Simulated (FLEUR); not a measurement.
# Anisotropy of free Co(0001) film, 4 layers with FLEUR

Aim: the anisotropy of free Co(0001) film, 4 layers from single passes in the potential of one collinear state.

Main program and level: FLEUR MaX-R8.1; PBE; all-electron FLAPW film, Dirac cores, scalar-relativistic bands.

## (1) The starting structure

The cell holds 4 atoms: 4 Co. Cell: a = 2.507 Å, b = 2.507 Å, c = 20.105 Å, α = 90.0°, β = 90.0°, γ = 120.0°. Layers at typed spacings, unrelaxed. Vacuum lies along c.

As a file:

```xyz
4
Lattice="2.5070 0.0000 0.0000 -1.2535 2.1711 0.0000 0.0000 0.0000 20.1050" Properties=species:S:1:pos:R:3
Co    1.2535    0.7237    7.0000
Co    0.0000    1.4474    9.0350
Co    1.2535    0.7237   11.0700
Co    0.0000    1.4474   13.1050
```

It is built of layers of Co (space group 194).

## (2) Self-consistent state

The force theorems are single passes in this state's potential, so it has to be converged first.

No symmetry is used, so that later steps may turn the spins freely; k and −k are joined. FLEUR takes the sheet as a true film: the images along c are dropped, heights are typed in bohr, and the vacuum on both sides is semi-infinite. inpgen writes inp.xml from crystal.txt; cutoffs, mixing, functional, smearing and local orbitals are then set in the file. The k list scf (kpts.xml, not shown) is a Γ-centred 14×14×1 mesh; where the ranks do not divide the number of points, some are split in two of half the weight.

The input, inp.xml:

```
<?xml version="1.0" encoding="UTF-8" standalone="no"?>
<fleurInput fleurInputVersion="0.39">
   <comment>
      Co
   </comment>
   <calculationSetup>
      <cutoffs Kmax="3.66" Gmax="11.0" GmaxXC="11.0" numbands="0"/>
      <scfLoop itmax="150" minDistance="0.00002" maxIterBroyd="15" imix="Anderson" alpha="0.03" precondParam="0.0" spinf="2.0" sdNocoIR="T"/>
      <coreElectrons ctail="F" frcor="F" kcrel="0" coretail_lmax="0"/>
      <xcFunctional name="pbe" relativisticCorrections="F"/>
      <magnetism jspins="2" l_noco="F" l_ss="F">
         <qss>0.0 0.0 0.0</qss>
         <mtNocoParams l_mperp="F" l_mtNocoPot="F" l_relaxSQA="F" mag_mixing_scheme="0" mix_RelaxWeightOffD="1.0" l_constrained="F" mix_constr="1.0"/>
         <sourceFreeMag l_sourceFree="F" l_scaleMag="F" mag_scale="1.0"/>
      </magnetism>
      <soc l_soc="F" theta="0.0" phi="0.0" spav="F"/>
      <expertModes spex="0" secvar="F"/>
      <geometryOptimization l_f="F" forcealpha="1.0" forcemix="BFGS" epsdisp="0.00001" epsforce="0.00001"/>
      <ldaU l_linMix="F" mixParam="0.05" spinf="1.0"/>
   </calculationSetup>
   <cell>
      <bzIntegration valenceElectrons="68.0" mode="hist" fermiSmearingEnergy="0.00183747">
         <kPointListSelection listName="scf"/>
         <xi:include xmlns:xi="http://www.w3.org/2001/XInclude" href="kpts.xml"> </xi:include>
      </bzIntegration>
      <xi:include xmlns:xi="http://www.w3.org/2001/XInclude" href="sym.xml"> </xi:include>
      <filmLattice scale="1.0" dVac="16.82" dTilda="19.32">
         <bravaisMatrixFilm>
            <row-1>    4.7375437355433538    -0.0000000791795246</row-1>
            <row-2>   -2.3687717992124133     4.1028332661104852</row-2>
         </bravaisMatrixFilm>
         <vacuumEnergyParameters vacuum="1" spinUp="-.25" spinDown="-.25"/>
         <vacuumEnergyParameters vacuum="2" spinUp="-.25" spinDown="-.25"/>
      </filmLattice>
   </cell>
   <atomSpecies>
      <species name="Cobalt (Co2.000" element="Co" atomicNumber="27">
         <mtSphere radius="2.24" gridPoints="741" logIncrement="0.016"/>
         <atomicCutoffs lmax="8" lnonsphr="6"/>
         <electronConfig flipSpins="F">
            <coreConfig>(1s1/2) (2s1/2) (2p1/2) (2p3/2)</coreConfig>
            <valenceConfig>(3s1/2) (3p1/2) (3p3/2) (4s1/2) (3d3/2) (3d5/2)</valenceConfig>
            <stateOccupation state="(3d3/2)" spinUp="1.5" spinDown="1.3"/>
            <stateOccupation state="(3d5/2)" spinUp="3.0" spinDown="1.2"/>
         </electronConfig>
         <energyParameters s="4" p="4" d="3" f="4"/>
         <lo type="SCLO" l="0" n="3" eDeriv="0"/>
         <lo type="SCLO" l="1" n="3" eDeriv="0"/>
      </species>
   </atomSpecies>
   <atomGroups>
      <atomGroup species="Cobalt (Co2.000">
         <filmPos label="                   1">-1.000/3.000 1.000/3.000 -5.7683926615</filmPos>
         <force calculate="T" relaxXYZ="TTT"/>
         <nocoParams  alpha="0.0" beta="0.0"/>
      </atomGroup>
      <atomGroup species="Cobalt (Co2.000">
         <filmPos label="                   2">1.000/3.000 -1.000/3.000 -1.9227848895</filmPos>
         <force calculate="T" relaxXYZ="TTT"/>
         <nocoParams  alpha="0.0" beta="0.0"/>
      </atomGroup>
      <atomGroup species="Cobalt (Co2.000">
         <filmPos label="                   3">-1.000/3.000 1.000/3.000 1.9227848895</filmPos>
         <force calculate="T" relaxXYZ="TTT"/>
         <nocoParams  alpha="0.0" beta="0.0"/>
      </atomGroup>
      <atomGroup species="Cobalt (Co2.000">
         <filmPos label="                   4">1.000/3.000 -1.000/3.000 5.7683926615</filmPos>
         <force calculate="T" relaxXYZ="TTT"/>
         <nocoParams  alpha="0.0" beta="0.0"/>
      </atomGroup>
   </atomGroups>
   <output dos="F" band="F" slice="F">
      <bandDOS minEnergy="-.5*Htr" maxEnergy="0.5*Htr" sigma="0.015" storeEVData="T"/>
      <plotting iplot="0" polar="F">
         <plot TwoD="T" vec1="  1.0  0.0  0.0" vec2="  0.0  1.0  0.0" vec3="  0.0  0.0  1.0" zero="  0.0  0.0 -0.5" file="plot"/>
      </plotting>
      <moessbauerParams electricFieldGradient="F" isomerShift="F" coreHyperfine="F" valenceHyperfine="F"/>
   </output>
</fleurInput>
```

The input, crystal.txt:

```
Co
&input film=T cartesian=F /
2.50700018054  -0.00000004190  0.00000000000
-1.25350005399  2.17112586459  0.00000000000
0.00000000000  0.00000000000  1.00000000000
1.8897261246
1.0 1.0 1.0

4
27 0.66666666667  0.33333333333  -5.76839266149 : 2.000
27 0.33333333333  0.66666666667  -1.92278488952 : 2.000
27 0.66666666667  0.33333333333  1.92278488952 : 2.000
27 0.33333333333  0.66666666667  5.76839266149 : 2.000

&kpt div1=14 div2=14 div3=1 gamma=T /
```

Command:

```bash
OMP_NUM_THREADS=1 inpgen -f crystal.txt -nosym -noco > inpgen.log  # inp.xml is then edited as shown
OMP_NUM_THREADS=1 mpirun -n 8 fleur_MPI > fleur.log
```

The log of the run:

```text
Welcome to FLEUR        (www.flapw.de)
      MaX-Release 8.1          (www.max-centre.eu)

 ========== k-point set info ==========
 Selected k-point list: scf
 k-point list type: mesh
 0 x 0 x 0
 Number of k points: 104

 ------------Calculation Setup---------------------------
 Number of MPI-tasks      :            8
 Number of PE/node        :            8
 Number of OMP-threads    :            1
 k-points in parallel     :            8
 pe's per k-point         :            1
 No of k-point loops      :           13
 Eigenvalue solver        :       lapack
 Number of basis functions:          346
 Approximate size of matrices (H+S) per k-point:         0.004 GB
 --------------------------------------------------------
 Iteration:     1   Distance:      38.18719278 me/bohr^3
 Iteration:     2   Distance:      34.01662100 me/bohr^3
 Iteration:     3   Distance:      14.77869122 me/bohr^3
 Iteration:     4   Distance:      13.59297136 me/bohr^3
 Iteration:     5   Distance:       5.85500765 me/bohr^3
 Iteration:     6   Distance:       5.50639789 me/bohr^3
 Iteration:     7   Distance:       4.45832898 me/bohr^3
 Iteration:     8   Distance:       2.77400670 me/bohr^3
 Iteration:     9   Distance:       3.02147079 me/bohr^3
 Iteration:    10   Distance:       1.52090810 me/bohr^3
[... 21 iterations left out ...]
 Iteration:    32   Distance:       0.00041454 me/bohr^3
 Iteration:    33   Distance:       0.00071370 me/bohr^3
 Iteration:    34   Distance:       0.00020441 me/bohr^3
 Iteration:    35   Distance:       0.00018055 me/bohr^3
 Iteration:    36   Distance:       0.00009849 me/bohr^3
 Iteration:    37   Distance:       0.00011446 me/bohr^3
 Iteration:    38   Distance:       0.00005303 me/bohr^3
 Iteration:    39   Distance:       0.00004197 me/bohr^3
 Iteration:    40   Distance:       0.00002262 me/bohr^3
 Iteration:    41   Distance:       0.00000449 me/bohr^3

 ********************************************************************
 Run finished successfully
 Stop message:
   all done
 ********************************************************************

--- out.xml (last complete iteration) ---
<iteration numberForCurrentRun="   41" overallNumber="   41">
         [... left out ...]
         <bandgap value="0.0000000000" units="eV"/>
         <sumValenceSingleParticleEnergies value="-94.8488356943" units="Htr"/>
         <FermiEnergy value="-0.1822944035" units="Htr"/>
         <valenceDensity>
            <mtCharges spin="1">
               <mtCharge atomType="1" total="8.7836545" s="1.1916850" p="3.1230896" d="4.4572824" f="0.0088024"/>
               <mtCharge atomType="2" total="8.8184491" s="1.1922018" p="3.1638055" d="4.4464524" f="0.0122118"/>
               <mtCharge atomType="3" total="8.8184491" s="1.1922018" p="3.1638055" d="4.4464524" f="0.0122118"/>
               <mtCharge atomType="4" total="8.7836545" s="1.1916850" p="3.1230896" d="4.4572824" f="0.0088024"/>
            </mtCharges>
            <mtCharges spin="2">
               <mtCharge atomType="1" total="6.9881498" s="1.1978675" p="3.1592667" d="2.6199729" f="0.0085691"/>
               <mtCharge atomType="2" total="7.0698940" s="1.2004802" p="3.2035759" d="2.6504638" f="0.0120136"/>
               <mtCharge atomType="3" total="7.0698940" s="1.2004802" p="3.2035759" d="2.6504638" f="0.0120136"/>
               <mtCharge atomType="4" total="6.9881498" s="1.1978675" p="3.1592667" d="2.6199729" f="0.0085691"/>
            </mtCharges>
            <spinDependentCharge spin="1" total="37.4000716" interstitial="2.0955118" mtSpheres="35.2042073" vacuum1="0.0501762" vacuum2="0.0501762"/>
            <spinDependentCharge spin="2" total="30.5999287" interstitial="2.3738659" mtSpheres="28.1160874" vacuum1="0.0549877" vacuum2="0.0549877"/>
            <totalCharge value="68.0000002311"/>
         </valenceDensity>
         [... left out ...]
         <allElectronCharges>
            <spinDependentCharge spin="1" total="57.4000716" interstitial="2.0955118" mtSpheres="55.2042073" vacuum1="0.0501762" vacuum2="0.0501762"/>
            <spinDependentCharge spin="2" total="50.5999287" interstitial="2.3738659" mtSpheres="48.1160874" vacuum1="0.0549877" vacuum2="0.0549877"/>
            <totalCharge value="108.0000002324"/>
         </allElectronCharges>
         <magneticMomentsInMTSpheres units="muBohr">
            <globalMagMoment atomType="1" vec="0.00000   0.00000   1.79550"/>
            <localMagMoment atomType="1" vec="0.00000   0.00000   1.79550"/>
            <globalMagMoment atomType="2" vec="0.00000   0.00000   1.74856"/>
            <localMagMoment atomType="2" vec="0.00000   0.00000   1.74856"/>
            <globalMagMoment atomType="3" vec="0.00000   0.00000   1.74856"/>
            <localMagMoment atomType="3" vec="0.00000   0.00000   1.74856"/>
            <globalMagMoment atomType="4" vec="0.00000   0.00000   1.79550"/>
            <localMagMoment atomType="4" vec="0.00000   0.00000   1.79550"/>
         </magneticMomentsInMTSpheres>
         <moessbauerParams unitsHFF="kG" unitsIS="e/bohr^3" unitsEFG="Htr/bohr^2">
         </moessbauerParams>
         <totalEnergy value="    -5573.8478998682" units="Htr">
            <sumOfEigenvalues value="    -3266.4469912893">
               <coreElectrons value="-3171.5981555950"/>
               <valenceElectrons value="-94.8488356943"/>
            </sumOfEigenvalues>
            <densityCoulombPotentialIntegral value="-8612.6674198388"/>
            <densityEffectivePotentialIntegral value="-8922.6389216385"/>
            <chargeDenXCDenIntegral value="-238.7088533514"/>
            <FockExchangeEnergyValence value="0.0000000000"/>
            <FockExchangeEnergyCore value="0.0000000000"/>
            <atomTypeDependentContributions atomType="1">
               <electronNucleiInteractionDifferentMTs value="1666.6312844502"/>
               <MadelungTerm value="-4.6384391653"/>
            </atomTypeDependentContributions>
            <atomTypeDependentContributions atomType="2">
               <electronNucleiInteractionDifferentMTs value="1667.4108266608"/>
               <MadelungTerm value="-3.8180832026"/>
            </atomTypeDependentContributions>
            <atomTypeDependentContributions atomType="3">
               <electronNucleiInteractionDifferentMTs value="1667.4108266554"/>
               <MadelungTerm value="-3.8180832051"/>
            </atomTypeDependentContributions>
            <atomTypeDependentContributions atomType="4">
               <electronNucleiInteractionDifferentMTs value="1666.6312844408"/>
               <MadelungTerm value="-4.6384391664"/>
            </atomTypeDependentContributions>
            <tkbTimesEntropy value="0.0010306348"/>
            <freeEnergy value="-5573.8489305030"/>
            <extrapolationTo0K value="-5573.8484151856"/>
         </totalEnergy>
         <densityConvergence units="me/bohr^3">
            <chargeDensity spin="1" distance="0.0000015531"/>
            <chargeDensity spin="2" distance="0.0000039161"/>
            <overallChargeDensity distance="0.0000039187"/>
            <spinDensity distance="0.0000044878"/>
         </densityConvergence>
      </iteration>
```

Run time: 2.7 min. Hardware: 8 MPI ranks of Arm Neoverse V2, shared host; peak memory 1.3 GiB; 21 min of CPU time.

Spin moment in the muffin-tin sphere by atom:

| atom | spin moment in the muffin-tin sphere (μB) |
| --- | --- |
| Co1 | 1.80 |
| Co2 | 1.75 |
| Co3 | 1.75 |
| Co4 | 1.80 |

This step gave:

```
free energy                                                       : -151672.1561 eV
program's band gap on this mesh (in a metal only a level spacing) : 0 eV
magnetization                                                     : 6.800 μB
final state                                                       : ferromagnetic
```

After 41 cycles the largest moment stands at 1.80 μB.

## (3) Energy against the direction of the moments, rung 1

Anisotropy is a small difference, so it is taken from sums over occupied states at a frozen potential, where most errors cancel.

One pass with spin–orbit coupling for each direction, from the saved density. Inversion lets half of the mesh serve, which the program's warning doesn't know. The k list mae (kpts.xml, not shown) is a Γ-centred 23×23×1 mesh.

inp.xml: that of step 2 with these lines changed.

```diff
@@ -6,4 +6,4 @@
    <calculationSetup>
-      <cutoffs Kmax="3.66" Gmax="11.0" GmaxXC="11.0" numbands="0"/>
-      <scfLoop itmax="150" minDistance="0.00002" maxIterBroyd="15" imix="Anderson" alpha="0.03" precondParam="0.0" spinf="2.0" sdNocoIR="T"/>
+      <cutoffs Kmax="3.66" Gmax="11.0" GmaxXC="11.0" numbands="132"/>
+      <scfLoop itmax="1" minDistance="0.00002" maxIterBroyd="15" imix="Anderson" alpha="0.03" precondParam="0.0" spinf="2.0" sdNocoIR="T"/>
       <coreElectrons ctail="F" frcor="F" kcrel="0" coretail_lmax="0"/>
@@ -15,3 +15,3 @@
       </magnetism>
-      <soc l_soc="F" theta="0.0" phi="0.0" spav="F"/>
+      <soc l_soc="T" theta="0.0" phi="0.0" spav="F"/>
       <expertModes spex="0" secvar="F"/>
@@ -22,3 +22,3 @@
       <bzIntegration valenceElectrons="68.0" mode="hist" fermiSmearingEnergy="0.00183747">
-         <kPointListSelection listName="scf"/>
+         <kPointListSelection listName="mae"/>
          <xi:include xmlns:xi="http://www.w3.org/2001/XInclude" href="kpts.xml"> </xi:include>
@@ -79,2 +79,5 @@
    </output>
+   <forceTheorem>
+      <MAE theta="0.0 1.5707963 1.5707963" phi="0.0 0.0 1.5707963"/>
+   </forceTheorem>
 </fleurInput>
```

Command:

```bash
OMP_NUM_THREADS=1 mpirun -n 8 fleur_MPI -warn_only > fleur.log
```

The log of the run:

```text
[banner, memory and clock lines left out]
Welcome to FLEUR        (www.flapw.de)
      MaX-Release 8.1          (www.max-centre.eu)
************FLEUR-Warning*****************
Error message: k-point set is not compatible to missing time-reversal symmetry in calculation.
Error occurred in subroutine: gen_bz
Error from PE:0/8
Other PEs with error messages:
     1-k-point set is not compatible to missing time-reversal symmetry in calculation.
     2-k-point set is not compatible to missing time-reversal symmetry in calculation.
     3-k-point set is not compatible to missing time-reversal symmetry in calculation.
     4-k-point set is not compatible to missing time-reversal symmetry in calculation.
     5-k-point set is not compatible to missing time-reversal symmetry in calculation.
     6-k-point set is not compatible to missing time-reversal symmetry in calculation.
     7-k-point set is not compatible to missing time-reversal symmetry in calculation.
*****************************************

 ========== k-point set info ==========
 Selected k-point list: mae
 k-point list type: mesh
 0 x 0 x 0
 Number of k points: 272

************FLEUR-Warning*****************
Error message: k-point set is not compatible to missing time-reversal symmetry in calculation.
Error occurred in subroutine: gen_bz
Error from PE:1/8
Other PEs with error messages:
     2-k-point set is not compatible to missing time-reversal symmetry in calculation.
     3-k-point set is not compatible to missing time-reversal symmetry in calculation.
     4-k-point set is not compatible to missing time-reversal symmetry in calculation.
     5-k-point set is not compatible to missing time-reversal symmetry in calculation.
     6-k-point set is not compatible to missing time-reversal symmetry in calculation.
     7-k-point set is not compatible to missing time-reversal symmetry in calculation.
*****************************************
 [... set-up left out ...]
 ********************************************************************
 Run finished successfully
 Stop message:
   Forcetheorem MAE
 ********************************************************************

--- out.xml (force theorem) ---
<Forcetheorem_MAE Angles="3" units="Htr">
            <Angle theta="0.0000000" phi="0.0000000" ev-sum="-94.851738365"/>
            <Angle theta="1.5707963" phi="0.0000000" ev-sum="-94.851733278"/>
            <Angle theta="1.5707963" phi="1.5707963" ev-sum="-94.851733278"/>
         </Forcetheorem_MAE>
```

It took 44 s on 8 MPI ranks; peak memory 1.6 GiB; 5.9 min of CPU time.

Anisotropy energies, by row:

| axis | x | y | z | band energy less the first axis' (meV a cell) |
| --- | --- | --- | --- | --- |
| z | 0 | 0 | 1 | 0 |
| x | 1 | 0 | 0 | 0.1384 |
| y | 0 | 1 | 0 | 0.1384 |

Shape anisotropy is not in these numbers.

## (4) Energy against the direction of the moments, rung 2

A second rung shows how far the first can be trusted.

The k list mae (kpts.xml, not shown) is a Γ-centred 35×35×1 mesh.

inp.xml is that of step 3.

The log of the run:

```text
[banner, memory and clock lines left out]
Welcome to FLEUR        (www.flapw.de)
      MaX-Release 8.1          (www.max-centre.eu)
************FLEUR-Warning*****************
Error message: k-point set is not compatible to missing time-reversal symmetry in calculation.
Error occurred in subroutine: gen_bz
Error from PE:0/8
Other PEs with error messages:
     2-k-point set is not compatible to missing time-reversal symmetry in calculation.
     4-k-point set is not compatible to missing time-reversal symmetry in calculation.
*****************************************

 ========== k-point set info ==========
 Selected k-point list: mae
 k-point list type: mesh
 0 x 0 x 0
 Number of k points: 616

 [... set-up left out ...]
 ********************************************************************
 Run finished successfully
 Stop message:
   Forcetheorem MAE
 ********************************************************************

--- out.xml (force theorem) ---
<Forcetheorem_MAE Angles="3" units="Htr">
            <Angle theta="0.0000000" phi="0.0000000" ev-sum="-94.851768483"/>
            <Angle theta="1.5707963" phi="0.0000000" ev-sum="-94.851763746"/>
            <Angle theta="1.5707963" phi="1.5707963" ev-sum="-94.851763739"/>
         </Forcetheorem_MAE>
```

The job ended after 97 s (8 MPI ranks; peak memory 2.6 GiB).

Anisotropy energies, by row:

| axis | x | y | z | band energy less the first axis' (meV a cell) |
| --- | --- | --- | --- | --- |
| z | 0 | 0 | 1 | 0 |
| x | 1 | 0 | 0 | 0.1289 |
| y | 0 | 1 | 0 | 0.1291 |

(Continued in part 2 of 2.)

[Logs and program files are shortened in this print: banners, set-up blocks, solver, clock and traceback lines can be left out without a mark of their own.]

[Logs are printed without paths, hosts, clocks, repeated set-up lines and the standing remarks that a program may print on its own settings, such as how far it seeks lower states.]

[Hosts, paths, dates, database ids (printed as entryN), source tags and the programs' standing remarks are cut or masked in the printed files.]

[Where a cell is said to come from a database of computed structures, the database is the Materials Project.]
